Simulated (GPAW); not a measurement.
# CsPbBr3: optical spectrum from first principles, part 2 of 2

Wanted: where CsPbBr3 starts to absorb, how strongly, and its refractive index.

GPAW 26.7.0; DFT, PBE, plane-wave PAW (GPAW data sets), scalar-relativistic, RPA, optical limit.

So far. Step 2 (Ground state): There is a gap, 1.47 eV on this mesh (points off the mesh can give less), so no carriers' term is needed.

## 4. Dielectric function, RPA

Local fields let the induced charge screen the field inside the cell, which as a rule lowers ε, most along directions where the density is uneven.

This step: DFT, PBE, plane-wave PAW (GPAW data sets), scalar-relativistic, RPA, optical limit (GPAW 26.7.0).

The input, df.py:

```python
from gpaw.response.df import DielectricFunction

df = DielectricFunction('full.gpw', frequencies={'type': 'nonlinear', 'domega0': 0.03, 'omega2': 8},
                        ecut=60,
                        eta=0.15,
                        nbands=86,
                        txt='df.txt')
for direction in ['x']:
    df.get_dielectric_function(xc='RPA', direction=direction, filename=f'df_{direction}.csv')
```

Command:

```bash
> OMP_NUM_THREADS=1 python df.py
```

Numbers of over 12 decimals in the logs are rounded to 6 here.

The program printed:

```text
Using integrator: PointIntegrator
NonLinearFrequencyDescriptor(from 0.000 to 47.611 eV, 459 points)
Nonperiodic BCs:  [False False False]
Using integrator: PointIntegrator
NonLinearFrequencyDescriptor(from 0.000 to 47.611 eV, 459 points)
Nonperiodic BCs:  [False False False]

Calculating chi0 body with:
    Ground state adapter containing:
    Number of spins: 1
    Number of kpoints: 216
    Number of irreducible kpoints: 20
    Number of completely occupied states: 22
    Number of partially occupied states: 22

    Linear response parametrization:
    q_c: [0.0, 0.0, 0.0]
    Number of frequency points: 459
    Planewave cutoff: 60.0
    Number of bands: 86
    Number of planewaves: 203
    Broadening (eta): 0.15

Integrating chi0 body.

Symmetries of q_c:
    Direct symmetries (Uq -> q): 48
    Indirect symmetries (TUq -> q): 0
In total 48 allowed symmetries.

20 groups of equivalent kpoints. 90.740741% reduction.

Integral kind: spectral function

Calculating chi0 optical extensions with:
    Ground state adapter containing:
    Number of spins: 1
    Number of kpoints: 216
    Number of irreducible kpoints: 20
    Number of completely occupied states: 22
    Number of partially occupied states: 22

    Linear response parametrization:
    Number of frequency points: 459
    Planewave cutoff: 60.0
    Number of bands: 86
    Number of planewaves: 203
    Broadening (eta): 0.15
Integrating chi0 head and wings.

Symmetries of q_c:
    Direct symmetries (Uq -> q): 48
    Indirect symmetries (TUq -> q): 0
In total 48 allowed symmetries.

20 groups of equivalent kpoints. 90.740741% reduction.

Integral kind: spectral function wings
```

It took 36 s on 1 thread of Arm Neoverse V2, shared host; peak memory 1.1 GiB.

This step gave:

```
electronic dielectric constant ε∞, mean over x, y and z (by symmetry where fewer were run) : 4.899
main peak of Im epsilon, first axis                                                        : 3.114 eV
```

The Im ε, E ∥ x has structure finer than the step of the table below, so its rows give means over 0.5 eV, whole bins alone (the curve runs from 0 to 21.9 eV). Peaks (eV: height): 2.02: 2.75, 2.59: 4.66, 3.10: 5.12, 3.81: 4.40, 6.23: 2.35, 7.38: 2.54, 10.17: 2.10.

Values under the direct gap are tails of Lorentzian lines. The Im ε, E ∥ x by photon energy; means over each step:

```csv
photon energy (eV),"Im ε, E ∥ x"
0.5,0.0639
1.0,0.226
1.5,0.907
2.0,1.96
2.5,3.29
3.0,4.03
3.5,3.75
4.0,3.68
4.5,3.25
5.0,2.96
5.5,2.22
6.0,1.97
6.5,1.97
7.0,1.91
7.5,2.36
8.0,1.83
8.5,1.50
9.0,1.25
9.5,1.44
10.0,1.81
10.5,1.67
11.0,1.35
11.5,1.24
12.0,1.18
12.5,1.07
13.0,1.04
13.5,1.18
14.0,1.18
14.5,1.16
15.0,1.26
15.5,1.07
16.0,0.855
16.5,0.942
17.0,0.828
17.5,0.763
18.0,0.691
18.5,0.582
19.0,0.536
19.5,0.555
20.0,0.602
20.5,0.531
21.0,0.596
21.5,0.651
```

Re ε, E ∥ x against photon energy:

```csv
photon energy (eV),"Re ε, E ∥ x"
0,4.90
1,5.36
2,6.12
3,5.37
4,1.66
5,1.60
6,1.73
7,1.79
8,0.813
9,1.10
10,1.41
11,0.594
12,0.764
13,0.913
14,0.812
15,0.696
16,0.530
17,0.485
18,0.476
19,0.599
20,0.688
21,0.737
```

The refractive index n and extinction k by photon energy:

```csv
photon energy (eV),n,k
0.0,2.21,0
0.5,2.23,0.0138
1.0,2.32,0.0427
1.5,2.37,0.241
2.0,2.53,0.520
2.5,2.67,0.721
3.0,2.46,0.830
3.5,2.04,0.809
4.0,1.69,1.09
4.5,1.67,1.04
5.0,1.61,0.998
5.5,1.32,0.813
6.0,1.46,0.636
6.5,1.33,0.727
7.0,1.48,0.620
7.5,1.34,0.882
8.0,1.18,0.756
8.5,1.11,0.667
9.0,1.17,0.507
9.5,1.27,0.571
10.0,1.37,0.670
10.5,1.11,0.730
11.0,1.02,0.662
11.5,1.08,0.583
12.0,1.04,0.560
12.5,1.04,0.513
13.0,1.07,0.493
13.5,1.12,0.540
14.0,1.06,0.559
14.5,1.04,0.548
15.0,1.04,0.620
15.5,0.889,0.598
16.0,0.869,0.474
16.5,0.923,0.516
17.0,0.848,0.483
17.5,0.852,0.449
18.0,0.815,0.434
18.5,0.808,0.357
19.0,0.838,0.320
19.5,0.888,0.315
20.0,0.897,0.340
20.5,0.867,0.291
21.0,0.919,0.326
21.5,0.897,0.369
```

The Im ε, E ∥ x has structure finer than the step of the table below, so its rows give means over 1 eV, whole bins alone (the curve runs from 0 to 21.9 eV). Peaks (eV: height): without local fields 2.0: 3.04, 2.6: 5.14, 3.1: 5.60, 3.8: 4.76, 7.3: 3.76, 10.0: 3.18, 13.6: 2.88; with local fields 2.0: 2.75, 2.6: 4.66, 3.1: 5.12, 3.8: 4.40, 6.2: 2.35, 7.4: 2.54, 10.2: 2.10.

Values under the direct gap are tails of Lorentzian lines. Im ε, E ∥ x against photon energy; means over each step:

```csv
photon energy (eV),without local fields,with local fields
1,0.381,0.349
2,2.03,1.82
3,4.29,3.95
4,3.98,3.68
5,3.10,2.85
6,2.43,2.03
7,3.05,2.03
8,2.48,1.87
9,2.03,1.33
10,2.69,1.71
11,2.10,1.37
12,1.64,1.17
13,2.10,1.07
14,2.63,1.19
15,1.26,1.21
16,0.878,0.910
17,0.689,0.844
18,0.514,0.685
19,0.540,0.544
20,0.538,0.579
21,0.442,0.590
```

The loss function −Im 1/ε at q → 0, E ∥ x has structure finer than the step of the table below, so its rows give means over 0.5 eV, whole bins alone (the curve runs from 0 to 21.9 eV). Peaks (eV: height): 8.52: 0.526, 11.10: 0.641, 15.83: 0.890, 18.16: 1.02, 20.31: 0.839.

Values under the direct gap are tails of Lorentzian lines. Table of loss function −Im 1/ε at q → 0, E ∥ x by energy loss; means over each step:

```csv
energy loss (eV),"loss function −Im 1/ε at q → 0, E ∥ x"
0.5,0.00253
1.0,0.00756
1.5,0.0272
2.0,0.0516
2.5,0.0761
3.0,0.110
3.5,0.156
4.0,0.208
4.5,0.238
5.0,0.269
5.5,0.364
6.0,0.313
6.5,0.356
7.0,0.293
7.5,0.348
8.0,0.456
8.5,0.510
9.0,0.449
9.5,0.382
10.0,0.362
10.5,0.508
11.0,0.603
11.5,0.568
12.0,0.603
12.5,0.595
13.0,0.547
13.5,0.517
14.0,0.576
14.5,0.589
15.0,0.613
15.5,0.801
16.0,0.834
16.5,0.769
17.0,0.901
17.5,0.905
18.0,0.973
18.5,0.941
19.0,0.822
19.5,0.718
20.0,0.741
20.5,0.732
21.0,0.670
21.5,0.757
```

At chosen wavelengths:

```csv
wavelength (nm),n,k,R (%),1/α
1064,2.37,0.070,16.5,1.2 µm
633,2.58,0.446,20.7,113 nm
532,2.51,0.382,19.4,111 nm
405,2.43,1.004,23.9,32 nm
365,1.90,0.862,17.0,34 nm
248,1.61,0.998,17.5,20 nm
193,1.34,0.759,11.4,20 nm
```

Below the direct gap, k and the depth come from the tails of the Lorentzian lines, not from transitions.

## 5. Summary of results

```yaml
electronic_dielectric_constant_eps_infinity_mean_over_x_y_and_z_by_symmetry_where_fewer_were_run_rpa: 4.90
main_peak_of_im_epsilon_first_axis: 3.11 eV
```

In words: At this level (PBE, RPA) CsPbBr3 has ε∞ = 4.90 and n = 2.27 at 1550 nm, and Im ε peaks at 3.1 eV. On the mesh the gap is 1.47 eV and the least direct gap 1.47 eV. Local fields change the static value along x from 5.53 to 4.90 (-11 %). Distinct maxima of Im ε, read by a parabola through the highest points, lie at 2.59 eV (4.7), 3.11 eV (5.1), 3.80 eV (4.4) and 4.44 eV (3.5). Excitons and phonon-assisted transitions are missing; PBE gaps are as a rule too small, which pulls the onset down and ε∞ up, while the missing spin-orbit coupling works the other way with such heavy atoms. Spin-orbit coupling is left out although heavy atoms are present. The sum runs over mesh points, so small or evenly spaced maxima can still be ripples of the mesh.

[Machine, clock and banner lines and Python warnings are left out of the logs.]

[Logs are printed without paths, hosts, clocks, repeated set-up lines and the standing remarks that a program may print on its own settings, such as how far it seeks lower states.]

[Hosts, paths, dates, database ids (printed as entryN), source tags and the programs' standing remarks are cut or masked in the printed files.]
